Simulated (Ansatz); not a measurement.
Polymorphs of BN told apart by optics

Method, alike for all: Ansatz, PBE, independent particles, without spin-orbit coupling, line width 0.2 eV (Gaussian).

Structure 1:

It takes space group F-43m (No. 216, cubic). The conventional cell has a = 3.615 Å, b = 3.615 Å, c = 3.615 Å, α = 90.00°, β = 90.00°, γ = 90.00°. N on site c has 4 B at 1.57 Å as nearest neighbours. Around B on site a lie 4 N at 1.57 Å.

Structure 2:

The structure is hexagonal, space group P6_3/mmc (No. 194). The conventional cell has a = 2.498 Å, b = 2.498 Å, c = 6.636 Å, α = 90.00°, β = 90.00°, γ = 120.00°. N on site d is surrounded by 3 B at 1.44 Å. B on site c is surrounded by 3 N at 1.44 Å.

Spectrum A:

```
E (eV)   Im ε
  0.00   0.00
  0.25   0.00
  0.50   0.00
  0.75   0.00
  1.00   0.00
  1.25   0.00
  1.50   0.00
  1.75   0.00
  2.00   0.00
  2.25   0.00
  2.50   0.00
  2.75   0.00
  3.00   0.00
  3.25   0.00
  3.50   0.00
  3.75   0.00
  4.00   0.00
  4.25   0.00
  4.50   0.00
  4.75   0.00
  5.00   0.00
  5.25   0.00
  5.50   0.00
  5.75   0.00
  6.00   0.00
  6.25   0.00
  6.50   0.00
  6.75   0.00
  7.00   0.00
  7.25   0.00
  7.50   0.00
  7.75   0.00
  8.00   0.00
  8.25   0.00
  8.50   0.01
  8.75   0.39
  9.00   1.66
  9.25   2.77
  9.50   4.52
  9.75   6.83
 10.00   8.00
 10.25   8.14
 10.50   8.55
 10.75   9.21
 11.00  10.16
 11.25  11.52
 11.50  13.24
 11.75  15.60
 12.00  17.69
```

Spectrum B:

| E (eV) | Im ε |
| --- | --- |
| 0.00 | 0.00 |
| 0.25 | 0.00 |
| 0.50 | 0.00 |
| 0.75 | 0.00 |
| 1.00 | 0.00 |
| 1.25 | 0.00 |
| 1.50 | 0.00 |
| 1.75 | 0.00 |
| 2.00 | 0.00 |
| 2.25 | 0.00 |
| 2.50 | 0.00 |
| 2.75 | 0.00 |
| 3.00 | 0.00 |
| 3.25 | 0.00 |
| 3.50 | 0.00 |
| 3.75 | 0.00 |
| 4.00 | 0.00 |
| 4.25 | 0.01 |
| 4.50 | 0.68 |
| 4.75 | 4.55 |
| 5.00 | 6.84 |
| 5.25 | 8.10 |
| 5.50 | 11.02 |
| 5.75 | 13.55 |
| 6.00 | 10.39 |
| 6.25 | 6.94 |
| 6.50 | 4.82 |
| 6.75 | 3.69 |
| 7.00 | 2.95 |
| 7.25 | 2.41 |
| 7.50 | 2.00 |
| 7.75 | 1.68 |
| 8.00 | 1.43 |
| 8.25 | 1.23 |
| 8.50 | 1.07 |
| 8.75 | 0.94 |
| 9.00 | 0.84 |
| 9.25 | 0.76 |
| 9.50 | 0.69 |
| 9.75 | 0.63 |
| 10.00 | 0.59 |
| 10.25 | 0.55 |
| 10.50 | 0.54 |
| 10.75 | 0.59 |
| 11.00 | 0.70 |
| 11.25 | 0.73 |
| 11.50 | 0.71 |
| 11.75 | 0.68 |
| 12.00 | 0.66 |

Task: Match each spectrum to its structure.

Result: A is structure 1 (F-43m, 5.9 Å³ an atom): least direct gap 8.83 eV, ε∞ = 4.71 along the first axis, strongest peak along the first axis at 12.03 eV. B is structure 2 (P6_3/mmc, 9.0 Å³ an atom): least direct gap 4.69 eV, ε∞ = 4.84 along the first axis, strongest peak along the first axis at 5.72 eV.

[Logs are printed without paths, hosts, clocks, repeated set-up lines and the standing remarks that a program may print on its own settings, such as how far it seeks lower states.]
